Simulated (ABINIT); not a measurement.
## BaWO4 (I4_1/a): G0W0 with ABINIT, start to end

How does a plane-wave GW calculation on BaWO4 (I4_1/a) run from the first input to the gap?

Program: ABINIT 10.8.3. Level of theory: PBEsol and many-body steps on it, plane waves. Results are calculated unless marked as measured.

**The experiments to reproduce.**

- Gap 5.26 eV: direct gap from absorption edge with Urbach fit; optical absorption; 300 K; bulk crystal (thin cleaved platelet of Czochralski crystal, 10-30 um thick) (“Optical absorption of divalent metal tungstates: Correlation between the band-gap energy and the cation ionic radius”, 2008, arxiv:0807.2115).

Most raw output is cut from this account.

## (1) The starting structure

The structure is tetragonal, space group I4_1/a (No. 88). The conventional cell has a = 5.667 Å, b = 5.667 Å, c = 12.739 Å, α = 90.00°, β = 90.00°, γ = 90.00°. Nearest to Ba lie 8 O at 2.76 to 2.80 Å. Nearest to W lie 4 O at 1.79 Å. O has 1 W at 1.79 Å and 2 Ba at 2.76 to 2.80 Å nearest. Farther neighbours and most contacts between anions are not listed.

As a file:

```cif
data_structure
_symmetry_space_group_name_H-M 'P 1'
_symmetry_Int_Tables_number 1
_cell_length_a 7.5249
_cell_length_b 7.5249
_cell_length_c 7.5249
_cell_angle_alpha 135.762
_cell_angle_beta 135.762
_cell_angle_gamma 64.349
_cell_volume 204.53
loop_
_atom_site_label
_atom_site_type_symbol
_atom_site_fract_x
_atom_site_fract_y
_atom_site_fract_z
_atom_site_occupancy
Ba1 Ba 0.25000 0.75000 0.50000 1
Ba2 Ba 0.50000 0.50000 0.00000 1
W3 W 0.75000 0.25000 0.50000 1
W4 W 0.00000 0.00000 0.00000 1
O5 O 0.15214 0.04689 0.35624 1
O6 O 0.69065 0.79590 0.64376 1
O7 O 0.05935 0.45410 0.85624 1
O8 O 0.54590 0.40214 0.60525 1
O9 O 0.20410 0.84786 0.89475 1
O10 O 0.95311 0.30935 0.10525 1
O11 O 0.79689 0.94065 0.39475 1
O12 O 0.59786 0.20311 0.14376 1
```

The cell and positions are those that the Materials Project relaxed with its own functionals (PBE, PBE+U or r2SCAN), kept fixed. Spin-orbit coupling is left out unless a step names it.

## (2) Ground state

This step: ABINIT 10.8.3; DFT, PBEsol, plane waves, norm-conserving pseudopotentials.

The ground-state density comes first.

File run.abi:

```
acell 3*1.0 Angstrom
rprim 
  -2.833365905000 2.833365905000 6.369266870000
  2.833365905000 -2.833365905000 6.369266870000
  2.833365905000 2.833365905000 -6.369266870000
ntypat 3
znucl 56 74 8
natom 12
typat 1 1 2 2 3 3 3 3 3 3 3 3
xred 
  0.250000000000 0.750000000000 0.500000000000
  0.500000000000 0.500000000000 -0.000000000000
  0.750000000000 0.250000000000 0.500000000000
  -0.000000000000 0.000000000000 -0.000000000000
  0.152144770000 0.046891860000 0.356239950000
  0.690651910000 0.795904820000 0.643760050000
  0.059348090000 0.454095180000 0.856239950000
  0.545904820000 0.402144770000 0.605252910000
  0.204095180000 0.847855230000 0.894747090000
  0.953108140000 0.309348090000 0.105252910000
  0.796891860000 0.940651910000 0.394747090000
  0.597855230000 0.203108140000 0.143760050000
pp_dirpath "pseudos"
pseudos "Ba.upf, W.upf, O.upf"
ecut 36
ngkpt 4 4 4
nshiftk 1
shiftk 0 0 0
kptopt 1
chksymbreak 0
nband 58
occopt 1
tolvrs 1e-08
nstep 60
prtwf 0
optforces 0
optstress 0
indata_prefix "in"
outdata_prefix "out"
tmpdata_prefix "tmp"
```

On the command line:

```bash
OMP_NUM_THREADS=1 mpirun -n 8 abinit run.abi > log
```

Elapsed: 2.7 min, on 8 MPI ranks of Arm Neoverse V1, shared host; peak memory 1.6 GiB; 21 min of CPU time.

Numbers from this step:

* total energy: -9258.9110 eV
* gap: 4.678 eV
* k of the valence top: 0, 0, 0
* k of the conduction bottom: 0.5, 0.5, 0.5
* least direct gap: 4.707 eV

The gap is indirect, with the least direct gap 0.03 eV higher.

## (3) Empty states on the mesh, 2×2×2 mesh, 172 bands

The sums over transitions need many empty states on a uniform mesh; this step solves for them.

Edit run.abi of step 2 so:

```diff
@@ -25,3 +25,3 @@
 ecut 36
-ngkpt 4 4 4
+ngkpt 2 2 2
 nshiftk 1
@@ -30,9 +30,10 @@
 chksymbreak 0
-nband 58
-occopt 1
-tolvrs 1e-08
+iscf -2
+irdden 1
+istwfk *1
+nband 172
+nbdbuf 14
+tolwfr 1e-09
 nstep 60
-prtwf 0
-optforces 0
-optstress 0
+prtvol 0
 indata_prefix "in"
```

On the command line:

```bash
OMP_NUM_THREADS=2 mpirun -n 4 abinit run.abi > log
```

It took 1.8 min on 4 MPI ranks; peak memory 0.67 GiB.

This step gave:

```yaml
gap: 4.678 eV
k_of_the_valence_top: 0, 0, 0
k_of_the_conduction_bottom: 0.5, 0.5, 0.5
least_direct_gap: 4.707 eV
k_points_computed: 4
lowest_point_of_the_top_converged_band_above_the_valence_top: 34.40 eV
```

On this mesh the gap is 4.678 eV.

## (4) Screening, 2×2×2 mesh, 158 bands, screening to 89.8 eV

The RPA dielectric matrix is built and inverted for each q.

This step: RPA screening on PBEsol, plane waves, norm-conserving pseudopotentials.

Edit run.abi of step 3 so:

```diff
@@ -30,10 +30,11 @@
 chksymbreak 0
-iscf -2
-irdden 1
 istwfk *1
-nband 172
-nbdbuf 14
-tolwfr 1e-09
-nstep 60
-prtvol 0
+occopt 1
+irdwfk 1
+optdriver 3
+nband 158
+ecuteps 3.3
+inclvkb 2
+awtr 1
+symchi 1
 indata_prefix "in"
@@ -41 +42,2 @@
 tmpdata_prefix "tmp"
+gwmem 10
```

Elapsed: 39 min, on 4 MPI ranks; peak memory 2.9 GiB.

This step gave:

| Property | Result |
| --- | --- |
| ε∞ with local fields, on this mesh, along the program's q direction | 3.28 |
| the same without local fields | 4.156 |
| plasma frequency | 25.44 eV |
| plane waves in the screening matrix | 413 |

Local fields lower ε∞ by 21 %. On a Γ-centred mesh this coarse the value itself is usually too large, while a short band sum pulls it down.

## (5) Self-energy, 2×2×2 mesh, 158 bands, screening to 89.8 eV

The self-energy is evaluated for the states that the input lists, and the levels follow from it, in one-shot runs by the linearised quasiparticle equation.

This step: G0W0 on PBEsol, plane waves, norm-conserving pseudopotentials.

Edit run.abi of step 4 so:

```diff
@@ -33,8 +33,17 @@
 irdwfk 1
-optdriver 3
+optdriver 4
 nband 158
+gwcalctyp 0
+ecutsigx 36
+symsigma 1
+nkptgw 2
+kptgw 
+  0.0000000000 0.0000000000 0.0000000000
+  0.5000000000 0.5000000000 0.5000000000
+bdgw 
+  47 50
+  47 50
 ecuteps 3.3
-inclvkb 2
-awtr 1
-symchi 1
+irdscr 1
+ppmodel 1
 indata_prefix "in"
@@ -42,2 +51,2 @@
 tmpdata_prefix "tmp"
-gwmem 10
+gwmem 00
```

On the command line:

```bash
OMP_NUM_THREADS=1 mpirun -n 8 abinit run.abi > log
```

The job ended after 90 s (8 MPI ranks; peak memory 8.7 GiB; 12 min of CPU time).

Numbers from this step:

* G0W0 gap on the points computed: 7.140 eV
* starting gap on the mesh: 4.678 eV
* k of the valence top: 0, 0, 0
* k of the conduction bottom: 0.5, 0.5, 0.5
* Z at the valence top: 0.787
* Z at the conduction bottom: 0.839
* least direct G0W0 gap on the computed points: 7.265 eV

The gap on the mesh goes from 4.68 eV to 7.14 eV, a correction of +2.46 eV.

Limits: finite bands, cutoff and mesh; no spin-orbit coupling; coarse k mesh. v1 is the top filled band, c1 the lowest empty one. The levels before and after the correction (eV, zero at the valence-band top of each column):

```
           conduction bottom  valence top
Kohn-Sham               4.68         0.00
     G0W0               7.14         0.00
```

```csv
,level,energy (eV)
Kohn-Sham,Γ v2-v1,0.000
Kohn-Sham,Γ c1,4.707
Kohn-Sham,Γ c2,4.937
Kohn-Sham,(0.5 0.5 0.5) v2-v1,-0.103
Kohn-Sham,(0.5 0.5 0.5) c1-c2,4.678
G0W0,Γ v2-v1,0.000
G0W0,Γ c1,7.289
G0W0,Γ c2,7.547
G0W0,(0.5 0.5 0.5) v2-v1,-0.125
G0W0,(0.5 0.5 0.5) c1-c2,7.140
```

## (6) Where the time went

Times are wall times on the hardware named with each run, good to a factor of about two.

| step | time | share | memory (GiB) |
| --- | --- | --- | --- |
| ground state | 2.7 min | 6 % | 1.6 |
| empty states on the mesh | 1.8 min | 4 % | 0.67 |
| screening | 39 min | 87 % | 2.9 |
| self-energy | 90 s | 3 % | 8.7 |

## (7) Summary of results

| Property | Result |
| --- | --- |
| PBEsol gap | 4.68 eV, indirect (only 29 meV under the direct gap) |
| G0W0 gap on the mesh | 7.14 eV |
| GW settings | 2×2×2 mesh, 158 bands, screening to 89.8 eV, Godby-Needs plasmon pole |
| known limits | not at the basis limit; no spin-orbit coupling; coarse k mesh |

**Reading.** G0W0 moves the gap on the mesh from 4.68 eV to 7.14 eV (+2.46 eV), with Z of 0.79 and 0.84 at the edges. Local fields lower the RPA ε∞ on this mesh from 4.16 to 3.28; a Γ-centred mesh this coarse tends to raise both, most where the direct gap is narrow, while a short band sum lowers them. Only 2 of the mesh's irreducible points were corrected, so a valley elsewhere could overtake. The dearest step here is «screening». Against experiment, by G0W0@PBEsol: the direct gap of 7.26 eV lies +2.00 eV from the measured 5.26 eV (direct, 300 K, 2008). An exciton line or allowed optical edge lies below the quasiparticle gap by the binding energy; a forbidden edge can push the onset above it. The calculation has static nuclei and no excitons; a measured gap holds zero-point and thermal motion, which mostly lowers it. A miss this large is more than these effects usually give: tightly bound excitons can cover part of it, absorption edges can read low, one-shot GW can overshoot, and the runs shown don't tell these apart. Bands and cutoff are finite, so the gap is not at the basis limit. The miss can reach some tenths of an eV and take either sign; the mesh is an error of its own. In the G0W0 run levels were corrected at 2 k points alone, so a gap called «on the mesh» is the least over those, and an edge elsewhere would be missed. The 2×2×2 mesh is coarse for this cell, which bears on the long-range parts of exchange and screening. The many-body steps are scalar-relativistic: spin-orbit coupling is not in them.

[Paths, hosts, dates, memory and timing lines, banners, echoed tables and standing remarks are left out of the program output.]

[Logs are printed without paths, hosts, clocks, repeated set-up lines and the standing remarks that a program may print on its own settings, such as how far it seeks lower states.]

[Runs of the session that timed out or met a known fault of the program may be left out.]

[Hosts, paths, dates, database ids (printed as entryN), source tags and the programs' standing remarks are cut or masked in the printed files.]

[G0W0 gaps are taken among the corrected bands and points alone; a level outside them can change the order at an edge.]

[Where Ansatz stands beside ABINIT at settings called matched, ABINIT's density can come from a denser mesh and the files from another edition; pairs whose starting gaps differed by over 0.03 eV were left out, so agreement reads better than it is.]
